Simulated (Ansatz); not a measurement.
# Pd wire along [111], 19 atoms a period: bands along the axis, part 2 of 2

Wanted: the relaxed geometry and the bands of the Pd wire along [111], 19 atoms a period.

Ansatz 0.2.0; DFT PBE, plane waves, PAW; relaxation of a wire's period; PAW set soft_1 (the session's first sound run).

So far: The starting structure; The relaxed wire.

## 2. The relaxed wire (continued)

Relaxation path:

| step | energy less that of the first step (eV) | largest force component (eV/Å) | pressure (GPa) | volume (Å³) |
| --- | --- | --- | --- | --- |
| 1 | 0.0000 | 1.0707 | -2.15 | 1117.35 |
| 2 | -0.8641 | 0.4880 | 1.16 | 1081.27 |
| 3 | -0.9948 | 0.1125 | -0.21 | 1089.59 |
| 4 | -1.0015 | 0.0364 | 0.06 | 1086.03 |
| 5 | -1.0026 | 0.0063 | 0.01 | 1087.68 |
| 6* | -0.9985 | 0.0061 | 0.02 | 1087.68 |

Relaxation steps marked * repeat the geometry before them on a plane-wave basis chosen anew for their cell, so energy and pressure can jump there.

Forces are held to the 4 operations that the run works with; a distortion that breaks them can't arise in this run.

| cell as run | before | after | change |
| --- | --- | --- | --- |
| c (Å) | 6.824 | 6.643 | -2.7 % |

The atoms that moved most (Å, along periodic axes as changes of fractional coordinates times the final cell, across vacuum about the mean position):

| atom | dx | dy | dz | length |
| --- | --- | --- | --- | --- |
| Pd5 | 0.145 | -0.083 | -0.019 | 0.168 |
| Pd10 | -0.145 | -0.083 | -0.019 | 0.168 |
| Pd11 | 0.145 | 0.083 | 0.019 | 0.168 |
| Pd16 | -0.145 | 0.083 | 0.019 | 0.168 |
| Pd8 | 0.000 | 0.167 | -0.017 | 0.168 |
| Pd14 | 0.000 | -0.167 | 0.017 | 0.168 |
| Pd6 | -0.044 | -0.025 | -0.007 | 0.052 |
| Pd9 | 0.044 | -0.025 | -0.007 | 0.052 |

Numbers from this step:

```yaml
energy_at_zero_smearing: -132468.9251 eV
cell_length_along_the_wire: 6.643 Å
```

The cell's length comes to 6.643 Å with spin left out.

## 3. The wire at its relaxed period

This step: DFT PBE, plane waves, PAW; bands of a perfect wire; PAW set soft_1 (Ansatz 0.2.0).

At the relaxed period the bands are computed along the axis; those that cross an energy going forward count the channels that a perfect wire would open there.

The input, input.yaml:

```yaml
crystal:
  lattice:
    - [12.372, 0.0, 0.0]
    - [0.0, 13.234, 0.0]
    - [0.0, 0.0, 6.6430607006]
  atoms:
    - { symbol: Pd, position: [0.388353799, 0.319235821, 0.000164905] }
    - { symbol: Pd, position: [0.5, 0.5, 0.0] }
    - { symbol: Pd, position: [0.611646201, 0.319235821, 0.000164905] }
    - { symbol: Pd, position: [0.723184578, 0.5, 0.0] }
    - { symbol: Pd, position: [0.286543934, 0.615270422, 0.330545566] }
    - { symbol: Pd, position: [0.383818511, 0.437309931, 0.332311601] }
    - { symbol: Pd, position: [0.5, 0.625341859, 0.332139484] }
    - { symbol: Pd, position: [0.5, 0.269534491, 0.330815491] }
    - { symbol: Pd, position: [0.616181489, 0.437309931, 0.332311601] }
    - { symbol: Pd, position: [0.713456066, 0.615270422, 0.330545566] }
    - { symbol: Pd, position: [0.286543934, 0.384729578, 0.669454434] }
    - { symbol: Pd, position: [0.383818511, 0.562690069, 0.667688399] }
    - { symbol: Pd, position: [0.5, 0.374658141, 0.667860516] }
    - { symbol: Pd, position: [0.5, 0.730465509, 0.669184509] }
    - { symbol: Pd, position: [0.616181489, 0.562690069, 0.667688399] }
    - { symbol: Pd, position: [0.713456066, 0.384729578, 0.669454434] }
    - { symbol: Pd, position: [0.276815422, 0.5, 0.0] }
    - { symbol: Pd, position: [0.388353799, 0.680764179, 0.999835095] }
    - { symbol: Pd, position: [0.611646201, 0.680764179, 0.999835095] }
kpoints:
  mp_grid: { grid: [1, 1, 13] }
  band_path: { path: ["Γ", Z], npoints: 90 }
scf:
  occupations: { method: fermi_dirac, width: 0.05 }
hamiltonian:
  xc: pbe
  pseudopotentials: { kind: paw, azcp: { folder: soft_1 } }
output:
  dos: { e_range: [-5, 4] }
  write_potential: true
  write_density: true
  volumetric_format: npy
```

Command:

```bash
$ ansatz run input.yaml --threads 4 --pin off --max-ram 16384MiB --backend cpu --events-out ev --progress --plain --runs-dir out
```

Numbers of over 12 decimals in the logs are rounded to 6 here.

The program printed:

```text
[...]
Crystal: 19 atoms, lattice volume = 1087.675 Å³
Basis set: ecut = 420 eV, 21243 PW (Γ)
Bands: 206, of which v1, the nominal top of the filled ones, is band 171 counted from 1 (170 counted from 0)
Symmetry: 4 space group operations
[...]
k-points: 7 of 13
[...]
SCF iter   1: F=—  HF=-132485.786948 eV  |F-HF|=—  |Δ(HF+E_count)|=         —  Δρ=8.13e-2  dr2=8.78e1  ethr=3.10e-3  ⟨swp⟩=6.7  Hψ=5153  notcnv=0  defer=79
[...]
SCF iter  17: F=-132469.131115 eV  HF=-132469.131115 eV  |F-HF|=3.02e-8  |Δ(HF+E_count)|=   2.40e-8  Δρ=1.21e-6  dr2=3.73e-8  ethr=2.92e-11  ⟨swp⟩=14.1  Hψ=5037  notcnv=0
SCF 1 converged in 17 iterations: F = -132469.131115 eV  dr2 = 3.73e-8
[...]
NSCF: frozen V_eff on 91 k-points
WARN: The output density's exchange-correlation potential varies sharply where the density is thin. Do not read a vacuum level from v_tot or v_xc, or from such a field of the output density. On a cell that repeats whose density bears no net charge and no dipole along the vacuum's axis use v_es (v_loc + v_h of the components); under efield.dipole_correction with no amplitude use v_es + v_field, which holds any externa [...]
SCF converged after 17 iterations
Free energy (F): -132469.131115 eV
[...]
Internal energy: -132468.720906 eV  (E = F + TS)
E sigma→0 (E₀):  -132468.926011 eV
Entropy (-TS):   -0.410209 eV (-21.590 meV/atom)
Fermi energy:    1.655162 eV
[...]
--- Band table (eV; the first three rows and the last of 7) ---
  k-point 0: bands = [... 167 lower, 1.5198, 1.5808, 1.5815, 1.6182, 1.6360, 1.6362, 1.8178, 2.0981, ... 31 higher]
  k-point 1: bands = [... 167 lower, 1.5038, 1.5808, 1.5814, 1.6244, 1.6623, 1.6624, 1.7906, 1.9418, ... 31 higher]
  k-point 2: bands = [... 167 lower, 1.5477, 1.5844, 1.5845, 1.6416, 1.6507, 1.7119, 1.7120, 1.7618, ... 31 higher]
  k-point 6: bands = [... 167 lower, 1.4488, 1.6237, 1.6271, 1.6706, 1.6713, 1.6828, 1.7291, 1.7878, ... 31 higher]
```

The job ended after 5.9 min (4 threads of Arm Neoverse V1, shared host; peak memory 9.9 GiB; 24 min of CPU time).

This step gave:

```yaml
energy_at_zero_smearing: -132468.9260 eV
band_gap: 0 eV
```

Electronic bands along the path, in eV, zero at the Fermi level; # counts the bands kept:

| point | #63 | #64 | #65 | #66 | #67 | #68 | #69 | #70 |
| --- | --- | --- | --- | --- | --- | --- | --- | --- |
| Γ | -0.14 | -0.07 | -0.07 | -0.04 | -0.02 | -0.02 | 0.16 | 0.44 |
| halfway | -0.17 | -0.06 | -0.06 | -0.02 | -0.02 | 0.03 | 0.11 | 0.11 |
| Z | -0.20 | -0.06 | -0.06 | 0.02 | 0.02 | 0.03 | 0.08 | 0.14 |

Between Γ and Z the bands cross the Fermi level 11 times, so a perfect wire would conduct at least 11 G₀, with spin left out.

## 4. Outcome

```yaml
cell_length_pbe: 6.643 Å
ballistic_conductance_by_band_crossings_a_lower_bound_pbe: 11 G₀
```

In words: Under PBE the cell's length is 6.64 Å, and the bands cross the Fermi level 11 times between Γ and Z, which gives a perfect wire at least 11 G₀ (opposite crossings within one step of the path cancel in such a count). No spin was allowed, though thin wires with open d shells can turn magnetic.

[Logs are printed without paths, hosts, clocks, repeated set-up lines and the standing remarks that a program may print on its own settings, such as how far it seeks lower states.]

[Hosts, paths, dates, database ids (printed as entryN), source tags and the programs' standing remarks are cut or masked in the printed files.]
